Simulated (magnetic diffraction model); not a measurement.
## MnSn2C6N6 below its ordering temperature

Space group P-3 (no. 147), a = 7.2490 Å, c = 5.5420 Å.

| site | atom | x | y | z |
| --- | --- | --- | --- | --- |
| 2d | Sn | 1/3 | 2/3 | 0.5523 |
| 1a | Mn | 0 | 0 | 0 |
| 6g | N | 0.6080 | 0.7261 | 0.3126 |
| 6g | C | 0.1600 | 0.9207 | 0.2005 |

This is a made-up structure (elements placed in a structure type, unrelaxed), so the numbers test the method and describe no known phase.

Only Mn is taken to order (form factors of Mn2+); orders and moment sizes are assumed, and not adapted to the symmetry. Radiation: neutrons of λ = 1.594 Å, 1.5° to 40°; isotropic B of 0.24 Å² (Sn), 0.36 Å² (Mn), 0.44 Å² (N) and 0.43 Å² (C). Simulated constant-wavelength pattern: nuclear and magnetic terms add, the magnetic one as |2.695 fm × Σ f S⊥ exp(2πi Q·r) exp(−B s²)|², summed over all Q at one angle with the factor 1/(sin²θ cos θ). For a modulated order the moment at position r is S exp(−2πi k·r) + c.c., with S = m/2 for a sine wave of amplitude m and S = m(u + iv)/2 for moments turning in a plane, u and v being orthogonal unit vectors in it; the phase factor of the sum at Q = H + k is then exp(2πi H·r). Free-ion form factors, Sears's scattering lengths of 1992, no absorption; a label names one of the reflections at its angle. The strongest nuclear line in the range is 100, and lines under 0.2 are left out.

Above the ordering temperature:

```
2θ (°)    index      I
 14.59  (1 0 0)    3.5
 16.54  (0 0 1)   14.9
 22.12  (1 0 1)   35.5
 25.41  (1 1 0)    5.7
 29.42  (2 0 0)   26.9
 30.47  (1 1 1)   69.0
 33.43  (0 0 2)   26.5
 33.93  (2 0 1)  100.0
 36.65  (1 0 2)   15.8
 39.25  (2 1 0)   34.2
```

Below it (cell unchanged):

```csv
2θ (°),I
8.41,16.2
14.59,3.5
16.54,14.9
16.86,3.5
18.58,4.1
22.12,35.5
22.36,3.5
23.70,2.5
25.41,5.7
27.94,3.4
29.42,26.9
30.47,69.0
30.65,1.5
33.43,26.5
33.93,100.0
34.10,0.5
34.53,0.7
35.02,1.8
36.65,15.8
37.27,0.8
37.67,0.6
38.12,0.7
39.25,34.2
```

**Question.** Find the propagation vector, then choose among these models:
A. moments turning in the plane of [100] and [010], 4.74 μB on Mn
B. a sine wave with moments along [100] (amplitudes given), 4.74 μB on Mn
C. moments turning in the plane of [100] and [001], 4.74 μB on Mn
D. a sine wave with moments along [010] (amplitudes given), 4.74 μB on Mn

The new lines index as (1/3 1/3 0) at 8.41°, (2/3 2/3 0) at 16.86°, (1/3 1/3 1) at 18.58° and (4/3 1/3 0) at 22.36°, that is as H ± k with k = (1/3 1/3 0). Satellites come in pairs about each point of the reciprocal lattice.

Magnetic intensity, observed (below minus above) and for each model:

| 2θ (°) | index | observed | A | B | C | D |
| --- | --- | --- | --- | --- | --- | --- |
| 8.41 | (1/3 1/3 0) | 16.2 | 10.8 | 5.4 | 16.2 | 5.4 |
| 16.86 | (2/3 2/3 0) | 3.5 | 2.4 | 1.2 | 3.5 | 1.2 |
| 18.58 | (1/3 1/3 1) | 4.1 | 6.7 | 3.4 | 4.1 | 3.4 |
| 22.36 | (4/3 1/3 0) | 3.5 | 2.4 | 1.2 | 3.5 | 1.2 |
| 23.70 | (2/3 2/3 1) | 2.5 | 3.0 | 1.5 | 2.5 | 1.5 |
| 27.94 | (4/3 1/3 1) | 3.4 | 3.5 | 1.8 | 3.4 | 1.8 |
| 30.65 | (5/3 2/3 0) | 1.5 | 1.0 | 0.5 | 1.5 | 0.5 |
| 35.02 | (5/3 2/3 1) | 1.8 | 1.6 | 0.8 | 1.8 | 0.8 |

Model C matches.

The structure used: k = (1/3 1/3 0), moments turning in the plane of [100] and [001], 4.74 μB on Mn.

[Logs are printed without paths, hosts, clocks, repeated set-up lines and the standing remarks that a program may print on its own settings, such as how far it seeks lower states.]
